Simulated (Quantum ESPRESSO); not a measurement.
# Beryllium (P6_3/mmc): from the cell to the phonon bands, part 2 of 3

How does Beryllium (P6_3/mmc) vibrate, and is this structure a minimum?

Quantum ESPRESSO 7.5; DFT LDA, scalar-relativistic, plane waves, PseudoDojo norm-conserving pseudopotentials.

So far. Step 2 (A first look): No gap opens on this mesh, so smearing is kept; the start stands at -8.1 GPa. Step 4 (Ground state): The cell stands at 0.0033 GPa, close enough for phonons. The relaxed cell has a = 2.226, c = 3.524 Å (conventional setting).

### Step 5. Linear response on the mesh

Linear response treats each wavevector in the unit cell, with no supercell; the 2×2×2 mesh fixes the range of the force constants to be had.

ph.in

```
phonons
&inputph
   prefix = 'x'
   outdir = './tmp'
   fildyn = 'x.dyn'
   tr2_ph = 1.0d-18
   alpha_mix(1) = 0.4
   nmix_ph = 8
   ldisp = .true.
   nq1 = 2
   nq2 = 2
   nq3 = 2
/
```

Run with:

```
> OMP_NUM_THREADS=1 mpirun -n 4 ph.x -nk 4 -in ph.in > ph.out
```

Numbers of over 12 decimals in the logs are rounded to 6 here.

The log of the run:

```text
[banners, grids, parts of the stress and lines that vanish by symmetry left out]
[banner, memory and clock lines left out]
Program PHONON v.7.5

     ./tmp/x.save/

     IMPORTANT: XC functional enforced from input :
     Exchange-correlation= PW
                           (   1   4   0   0   0   0   0)
     Any further DFT definition will be discarded
     Please, verify this is what you really want

     G-vector sticks info

     Reading collected, re-writing distributed wavefunctions in ./tmp/

     Dynamical matrices for ( 2, 2, 2)  uniform grid of q-points
     (   4 q-points):
       N         xq(1)         xq(2)         xq(3)
       1   0.000000000   0.000000000   0.000000000
       2   0.000000000   0.000000000  -0.315774451
       3   0.000000000  -0.577350269   0.000000000
       4   0.000000000  -0.577350269  -0.315774451

     Number and degeneracy of irreps per q-point
       N         xq(1)         xq(2)         xq(3)   N irreps
       1   0.000000000   0.000000000   0.000000000       4
        1   2   1   2
       2   0.000000000   0.000000000  -0.315774451       2
        2   4
       3   0.000000000  -0.577350269   0.000000000       6
     No degeneracy
       4   0.000000000  -0.577350269  -0.315774451       3
        2   2   2

     Calculation of q =    0.0000000   0.0000000   0.0000000

     phonons

     bravais-lattice index     =            4
     lattice parameter (alat)  =       4.2057  a.u.
     unit-cell volume          =     102.0071 (a.u.)^3
     number of atoms/cell      =            2
     number of atomic types    =            1
     kinetic-energy cut-off    =      97.0000  Ry
     charge density cut-off    =     388.0000  Ry
     convergence threshold     =      1.0E-18
     beta                      =       0.4000
     number of iterations used =            8
     Exchange-correlation= PW
                           (   1   4   0   0   0   0   0)

     celldm(1)=    4.20567  celldm(2)=    0.00000  celldm(3)=    1.58341
     celldm(4)=    0.00000  celldm(5)=    0.00000  celldm(6)=    0.00000

     crystal axes: (cart. coord. in units of alat)
               a(1) = (  1.0000  0.0000  0.0000 )
               a(2) = ( -0.5000  0.8660  0.0000 )
               a(3) = (  0.0000  0.0000  1.5834 )

     reciprocal axes: (cart. coord. in units 2 pi/alat)
               b(1) = (  1.0000  0.5774 -0.0000 )
               b(2) = (  0.0000  1.1547  0.0000 )
               b(3) = (  0.0000 -0.0000  0.6315 )

     Atoms inside the unit cell:

     Cartesian axes

     site n.  atom      mass           positions (alat units)
        1  Be      9.0122   tau(    1) = (   -0.00000    0.57735    0.39585  )
        2  Be      9.0122   tau(    2) = (    0.50000    0.28868    1.18756  )

     Computing dynamical matrix for
                    q = (   0.0000000   0.0000000   0.0000000 )

     25 Sym.Ops. (with q -> -q+G )

     G cutoff =  173.8374  (  13199 G-vectors)     FFT grid: ( 27, 27, 48)

     number of k points=   222  Marzari-Vanderbilt smearing, width (Ry)=  0.0200

     PseudoPot. # 1 for Be read from file:
     ./pseudo/Be.upf
     Pseudo is Norm-conserving, Zval =  4.0
     Using radial grid of 1358 points,  4 beta functions with:
                l(1) =   0
                l(2) =   0
                l(3) =   1
                l(4) =   1

     Mode symmetry, D_6h(6/mmm) point group:

     Atomic displacements:
     There are    4 irreducible representations

     Representation     1      1 modes -  To be done

     Representation     2      2 modes -  To be done

     Representation     3      1 modes -  To be done

     Representation     4      2 modes -  To be done

     Alpha used in Ewald sum =   2.8000

     Representation #   1 mode #   1

     Self-consistent Calculation
      iter #   1   av.it.:   6.8
      thresh= 1.000E-02 alpha_mix =  0.400 |ddv_scf|^2 =  6.513E-05
      iter #   2   av.it.:   7.9
      thresh= 8.070E-04 alpha_mix =  0.400 |ddv_scf|^2 =  1.629E-06
      iter #   3   av.it.:   8.2
      thresh= 1.276E-04 alpha_mix =  0.400 |ddv_scf|^2 =  9.891E-08
      iter #   4   av.it.:   8.8
      thresh= 3.145E-05 alpha_mix =  0.400 |ddv_scf|^2 =  3.705E-11
      iter #   5   av.it.:   7.2
      thresh= 6.087E-07 alpha_mix =  0.400 |ddv_scf|^2 =  1.250E-11
      iter #   6   av.it.:   8.5
      thresh= 3.536E-07 alpha_mix =  0.400 |ddv_scf|^2 =  6.487E-16
      iter #   7   av.it.:   7.6
      thresh= 2.547E-09 alpha_mix =  0.400 |ddv_scf|^2 =  1.992E-16
      iter #   8   av.it.:   7.7
      thresh= 1.411E-09 alpha_mix =  0.400 |ddv_scf|^2 =  1.654E-20

     End of self-consistent calculation

     Convergence has been achieved

     Representation #   2 modes #   2   3

     Self-consistent Calculation
      iter #   1   av.it.:   6.1
      thresh= 1.000E-02 alpha_mix =  0.400 |ddv_scf|^2 =  8.519E-07
      iter #   2   av.it.:   8.6
      thresh= 9.230E-05 alpha_mix =  0.400 |ddv_scf|^2 =  2.405E-07
      iter #   3   av.it.:   9.2
      thresh= 4.904E-05 alpha_mix =  0.400 |ddv_scf|^2 =  3.058E-10
      iter #   4   av.it.:   9.2
      thresh= 1.749E-06 alpha_mix =  0.400 |ddv_scf|^2 =  6.889E-12
      iter #   5   av.it.:   8.6
      thresh= 2.625E-07 alpha_mix =  0.400 |ddv_scf|^2 =  1.449E-13
      iter #   6   av.it.:   9.2
      thresh= 3.807E-08 alpha_mix =  0.400 |ddv_scf|^2 =  4.423E-17
[...]
End of self-consistent calculation

     Convergence has been achieved

     Representation #   3 mode #   4

     Self-consistent Calculation
[...]
End of self-consistent calculation

     Convergence has been achieved

     Representation #   4 modes #   5   6

     Self-consistent Calculation
[...]
End of self-consistent calculation

     Convergence has been achieved

     Number of q in the star =    1
     List of q in the star:
          1   0.000000000   0.000000000   0.000000000

     Diagonalizing the dynamical matrix

     q = (    0.000000000   0.000000000   0.000000000 )

 **************************************************************************
     freq (    1) =       0.093130 [THz] =       3.106480 [cm-1]
     freq (    2) =       0.093130 [THz] =       3.106480 [cm-1]
     freq (    3) =       0.096501 [THz] =       3.218935 [cm-1]
     freq (    4) =      14.375068 [THz] =     479.500649 [cm-1]
     freq (    5) =      14.375068 [THz] =     479.500649 [cm-1]
     freq (    6) =      21.318973 [THz] =     711.124385 [cm-1]
 **************************************************************************

     Mode symmetry, D_6h(6/mmm) point group:

     freq (   1-   2) =          3.1  [cm-1]   --> E_1u            I
     freq (   3-   3) =          3.2  [cm-1]   --> A_2u            I
     freq (   4-   5) =        479.5  [cm-1]   --> E_2g            R
     freq (   6-   6) =        711.1  [cm-1]   --> B_1g

     Calculation of q =    0.0000000   0.0000000  -0.3157745
     [... set-up and bands at k+q left out ...]

     Atomic displacements:
     There are    2 irreducible representations

     Representation     1      2 modes -  To be done

     Representation     2      4 modes -  To be done

     Message from routine init_vloc:
     Interpolation table for Vloc re-allocated

     Alpha used in Ewald sum =   2.8000

     Representation #   1 modes #   1   2

     Self-consistent Calculation

[...]
End of self-consistent calculation

     Convergence has been achieved

     Representation #   2 modes #   3   4   5   6

     Self-consistent Calculation

[...]
End of self-consistent calculation

     Convergence has been achieved

     Number of q in the star =    1
     List of q in the star:
          1   0.000000000   0.000000000  -0.315774451

     Diagonalizing the dynamical matrix

     q = (    0.000000000   0.000000000  -0.315774451 )

 **************************************************************************
     freq (    1) =      11.044835 [THz] =     368.416051 [cm-1]
     freq (    2) =      11.044835 [THz] =     368.416051 [cm-1]
     freq (    3) =      11.044835 [THz] =     368.416051 [cm-1]
     freq (    4) =      11.044835 [THz] =     368.416051 [cm-1]
     freq (    5) =      15.475949 [THz] =     516.222086 [cm-1]
     freq (    6) =      15.475949 [THz] =     516.222086 [cm-1]
 **************************************************************************

     Calculation of q =    0.0000000  -0.5773503   0.0000000
     [... set-up and bands at k+q left out ...]

     Mode symmetry, D_2h (mmm)  point group:

     Atomic displacements:
     There are    6 irreducible representations

     Representation     1      1 modes -  To be done

     Representation     2      1 modes -  To be done

     Representation     3      1 modes -  To be done

     Representation     4      1 modes -  To be done

     Representation     5      1 modes -  To be done

     Representation     6      1 modes -  To be done

     Alpha used in Ewald sum =   2.8000

     Representation #   1 mode #   1

     Self-consistent Calculation

[...]
End of self-consistent calculation

     Convergence has been achieved

     Representation #   2 mode #   2

     Self-consistent Calculation

[...]
End of self-consistent calculation

     Convergence has been achieved

     Representation #   3 mode #   3

     Self-consistent Calculation

[...]
End of self-consistent calculation

     Convergence has been achieved

     Representation #   4 mode #   4

     Self-consistent Calculation

[...]
End of self-consistent calculation

     Convergence has been achieved

     Representation #   5 mode #   5

     Self-consistent Calculation

[...]
End of self-consistent calculation

     Convergence has been achieved

     Representation #   6 mode #   6

     Self-consistent Calculation

[...]
End of self-consistent calculation

     Convergence has been achieved

     Number of q in the star =    3
     List of q in the star:
          1   0.000000000  -0.577350269   0.000000000
          2   0.500000000   0.288675135   0.000000000
          3  -0.500000000   0.288675135   0.000000000

     Diagonalizing the dynamical matrix

     q = (    0.000000000  -0.577350269   0.000000000 )

 **************************************************************************
     freq (    1) =      12.752952 [THz] =     425.392687 [cm-1]
     freq (    2) =      12.907928 [THz] =     430.562140 [cm-1]
     freq (    3) =      17.731298 [THz] =     591.452449 [cm-1]
     freq (    4) =      17.959307 [THz] =     599.058013 [cm-1]
     freq (    5) =      18.759300 [THz] =     625.742891 [cm-1]
     freq (    6) =      19.084284 [THz] =     636.583180 [cm-1]
 **************************************************************************

     Mode symmetry, D_2h (mmm)  point group:

     freq (   1-   1) =        425.4  [cm-1]   --> B_1g
     freq (   2-   2) =        430.6  [cm-1]   --> B_2g
     freq (   3-   3) =        591.5  [cm-1]   --> B_1u
     freq (   4-   4) =        599.1  [cm-1]   --> B_2u
     freq (   5-   5) =        625.7  [cm-1]   --> B_3u
     freq (   6-   6) =        636.6  [cm-1]   --> A_g

     Calculation of q =    0.0000000  -0.5773503  -0.3157745
     [... set-up and bands at k+q left out ...]

     Atomic displacements:
     There are    3 irreducible representations

     Representation     1      2 modes -  To be done

     Representation     2      2 modes -  To be done

     Representation     3      2 modes -  To be done

     Alpha used in Ewald sum =   2.8000

     Representation #   1 modes #   1   2

     Self-consistent Calculation

[...]
End of self-consistent calculation

     Convergence has been achieved

     Representation #   2 modes #   3   4

     Self-consistent Calculation

[...]
End of self-consistent calculation

     Convergence has been achieved

     Representation #   3 modes #   5   6

     Self-consistent Calculation

[...]
iter #   2   av.it.:   8.7
      thresh= 1.024E-04 alpha_mix =  0.400 |ddv_scf|^2 =  2.747E-07

      iter #   3   av.it.:   9.4
      thresh= 5.241E-05 alpha_mix =  0.400 |ddv_scf|^2 =  1.033E-09

      iter #   4   av.it.:   9.2
      thresh= 3.214E-06 alpha_mix =  0.400 |ddv_scf|^2 =  4.220E-12

      iter #   5   av.it.:   8.6
      thresh= 2.054E-07 alpha_mix =  0.400 |ddv_scf|^2 =  3.188E-13

      iter #   6   av.it.:   9.2
      thresh= 5.647E-08 alpha_mix =  0.400 |ddv_scf|^2 =  2.714E-17

      iter #   7   av.it.:   8.5
      thresh= 5.209E-10 alpha_mix =  0.400 |ddv_scf|^2 =  8.310E-18

      iter #   8   av.it.:   8.5
      thresh= 2.883E-10 alpha_mix =  0.400 |ddv_scf|^2 =  1.236E-21

     End of self-consistent calculation

     Convergence has been achieved

     Number of q in the star =    3
     List of q in the star:
          1   0.000000000  -0.577350269  -0.315774451
          2   0.500000000   0.288675135   0.315774451
          3  -0.500000000   0.288675135   0.315774451

     Diagonalizing the dynamical matrix

     q = (    0.000000000  -0.577350269  -0.315774451 )

 **************************************************************************
     freq (    1) =      15.419098 [THz] =     514.325748 [cm-1]
     freq (    2) =      15.419098 [THz] =     514.325748 [cm-1]
     freq (    3) =      16.129916 [THz] =     538.036085 [cm-1]
     freq (    4) =      16.129916 [THz] =     538.036085 [cm-1]
     freq (    5) =      20.157187 [THz] =     672.371394 [cm-1]
     freq (    6) =      20.157187 [THz] =     672.371394 [cm-1]
 **************************************************************************


[key lines of the parts left out:]
the Fermi energy is     9.1900 ev
```

Run time: 30 min. Hardware: 4 MPI ranks of Intel Xeon at 2.50GHz (Skylake/Cascade Lake), shared host; 1.9 h of CPU time.

Read from the output:

| Quantity | Value |
| --- | --- |
| largest acoustic frequency at the zone centre before the sum rule | 3.22 cm⁻¹ |
| highest optical zone-centre mode (no LO-TO term) | 711.1 cm⁻¹ |
| lowest optical zone-centre mode | 479.5 cm⁻¹ |
| lowest mode on the q mesh (acoustic ones at the zone centre apart) | 368.4 cm⁻¹ |

Frequencies (cm⁻¹) at each irreducible wavevector; negative means imaginary. Frequencies by wavevector:

```csv
q (fractions),star,mode 1,mode 2,mode 3,mode 4,mode 5,mode 6
0 0 0,1,3.11,3.11,3.22,479.5,479.5,711.1
0 0 -0.5,1,368.4,368.4,368.4,368.4,516.2,516.2
0 -0.5 0,3,425.4,430.6,591.5,599.1,625.7,636.6
0 -0.5 -0.5,3,514.3,514.3,538,538,672.4,672.4
```

The acoustic modes at Γ come out as far as 3.2 cm⁻¹ from zero, where they should vanish, a small numerical error.

### Step 6. Force constants in real space

The dynamical matrices of the mesh are Fourier-transformed to force constants in real space.

q2r.in

```
&input
   fildyn = 'x.dyn'
   zasr = 'crystal'
   flfrc = 'x.fc'
/
```

Run with:

```
> q2r.x < q2r.in > q2r.out
```

The log of the run:

```text
[banners, grids, parts of the stress and lines that vanish by symmetry left out]
[banner, memory and clock lines left out]
Program Q2R v.7.5

  reading grid info from file x.dyn0

  reading force constants from file x.dyn1
  Dielectric Tensor not found
  nqs=            1
 q=   0.00000000  0.00000000  0.00000000
  reading force constants from file x.dyn2
  nqs=            1
 q=   0.00000000  0.00000000 -0.31577445
  reading force constants from file x.dyn3
  nqs=            3
[...]
reading force constants from file x.dyn4
  nqs=            3
[...]
q=   0.50000000  0.28867514  0.31577445
 q=  -0.50000000  0.28867514  0.31577445

      q-space grid ok, #points =    8

      fft-check success (sum of imaginary terms < 10^-12)
```

Wall time 0.81 s (1 thread).

### Step 7. Interpolated phonon bands

From the force constants any wavevector is cheap; points of the mesh come back as solved, but for the sum rule and, in polar crystals, the LO-TO term at Γ; the rest is interpolation.

matdyn.in

```
&input
   asr = 'crystal'
   flfrc = 'x.fc'
   flfrq = 'x.freq'
   flvec = 'x.modes'
   q_in_band_form = .true.
   q_in_cryst_coord = .true.
/
12
  0.0000000   0.0000000   0.0000000  12  ! GAMMA
  0.5000000   0.0000000   0.0000000  12  ! M
  0.3333333   0.3333333   0.0000000  12  ! K
  0.0000000   0.0000000   0.0000000  12  ! GAMMA
  0.0000000   0.0000000   0.5000000  12  ! A
  0.5000000   0.0000000   0.5000000  12  ! L
  0.3333333   0.3333333   0.5000000  12  ! H
  0.0000000   0.0000000   0.5000000   1  ! A
  0.5000000   0.0000000   0.5000000  12  ! L
  0.5000000   0.0000000   0.0000000   1  ! M
  0.3333333   0.3333333   0.5000000  12  ! H
  0.3333333   0.3333333   0.0000000   1  ! K
```

Run with:

```
> matdyn.x -in matdyn.in > matdyn.out
```

The log of the run:

```text
[banner, memory and clock lines left out]
Program MATDYN v.7.5

 mass for atomic type   1 not given; uses mass from file x.fc
 Norm of the difference between old and new effective charges:    0.000000

 Norm of the difference between old and new force-constants:   4.13584e-06

     Message from routine matdyn:
     Z* not found in file x.fc, TO-LO splitting at q=0 will be absent!
     Message from routine matdyn:
     Z* not found in file x.fc, TO-LO splitting at q=0 will be absent!

Note: The following floating-point exceptions are signalling: IEEE_UNDERFLOW_FLAG
```

Elapsed: 0.74 s, on 1 thread.

Read from the output:

- lowest frequency on the path: 0 cm⁻¹

Matdyn.x, sum rule crystal. Phonon branches along the path, in cm⁻¹:

```csv
point,branch 1,branch 2,branch 3,branch 4,branch 5,branch 6
Γ,0,0,0,480,480,711
halfway,270,299,417,544,582,669
M,425,431,592,599,626,637
halfway,456,475,573,605,616,645
K,519,519,538,601,601,658
halfway,308,352,454,568,596,655
Γ,0,0,0,480,480,711
halfway,210,210,284,455,455,662
A,368,368,368,368,516,516
halfway,447,447,475,475,588,588
L,514,514,538,538,672,672
halfway,517,517,565,565,668,668
H,522,522,593,593,663,663
halfway,466,466,498,498,605,605
A,368,368,368,368,516,516
jump to L,514,514,538,538,672,672
halfway,452,481,570,575,640,664
M,425,431,592,599,626,637
jump to H,522,522,593,593,663,663
halfway,523,523,553,631,631,638
K,519,519,538,601,601,658
```

The phonon branches as a text plot (rows in cm⁻¹):

```
    696 |****              *****
    667 |    *      ***   *     *        *********       **  *  *
    637 |     ******   ***       *      *         *       *** **
    607 |    ********** **             *       *   *       *** **
    578 |     ** ***   * **           *      ** *   *     ****
    548 |  ***      ***** **      * **    ***    **  *   *    ***
    519 |  ** *     ***    **      *    **********    ****   ****
    489 |**        ** ** *   **   *   ***         **     **
    459 |    *    **           **     **           ***    **
    430 |       ***    **        *   *              **     **
    400 |      *        ***       * **                *
    370 |   * *                  * *                  ***
    341 |    **          * *      *
    311 |    *            *
    281 |  *                     *
    252 |   *             ***   *
    222 |  **              *
    193 |  *                *
    163 | *                 *   *
    133 |                      *
    104 | *                    *
     74 |*                   *
     44 |*                   *
     15 |                     *
         Γ      M    K        Γ   A       L    H       A|L M|H  K
```

Lowest modes at the softest wavevector of the mesh; phase exp(i q.(R + tau)). Modes at q = (0.000, 0.000, 0.500):

| mode | frequency (cm⁻¹) |
| --- | --- |
| 1 | 368.4 |
| 2 | 368.4 |
| 3 | 368.4 |
| 4 | 368.4 |
| 5 | 516.2 |
| 6 | 516.2 |

Displacements in mode 1 (368.4 cm⁻¹), the largest set to 1, in the home cell:
```
Be1  0.00  0.00  0.00
Be2  0.00 -1.00  0.00
```

Displacements in mode 5 (516.2 cm⁻¹), the largest set to 1, in the home cell:
```
Be1  0.00  0.00  0.00
Be2  0.00  0.00 -1.00
```

Force constants by pair (phonopy on the run's constants); pairs near half the supercell's span include their periodic images. Pair force constants, by row:

| atom | neighbour | distance (Å) | third of the trace (eV/Å²) | along the pair's line (eV/Å²) |
| --- | --- | --- | --- | --- |
| Be1 | itself | 0 | 9.455 | – |
| Be1 | Be | 2.181 | -0.8936 | -1.889 |
| Be1 | Be | 2.226 | -1.272 | -2.761 |
| Be1 | Be | 3.116 | 0.0141 | 0.0149 |
| Be1 | Be | 3.524 | -0.367 | -1.085 |
| Be1 | Be | 4.168 | 0.0207 | 0.1706 |
| Be2 | itself | 0 | 9.455 | – |
| Be2 | Be | 2.181 | -0.8936 | -1.889 |
| Be2 | Be | 2.226 | -1.272 | -2.761 |
| Be2 | Be | 3.116 | 0.0141 | 0.0149 |
| Be2 | Be | 3.524 | -0.367 | -1.085 |
| Be2 | Be | 4.168 | 0.0207 | 0.1706 |

Mode patterns, pair constants, displacements and means over the zone were worked out by phonopy from the force constants of q2r.x.

All branches are real along the path.

[end of part 2 of 3]

[Host names and launcher messages were left out of these logs when they were recorded.]

[Logs are printed without paths, hosts, clocks, repeated set-up lines and the standing remarks that a program may print on its own settings, such as how far it seeks lower states.]

[Hosts, paths, dates, database ids (printed as entryN), source tags and the programs' standing remarks are cut or masked in the printed files.]
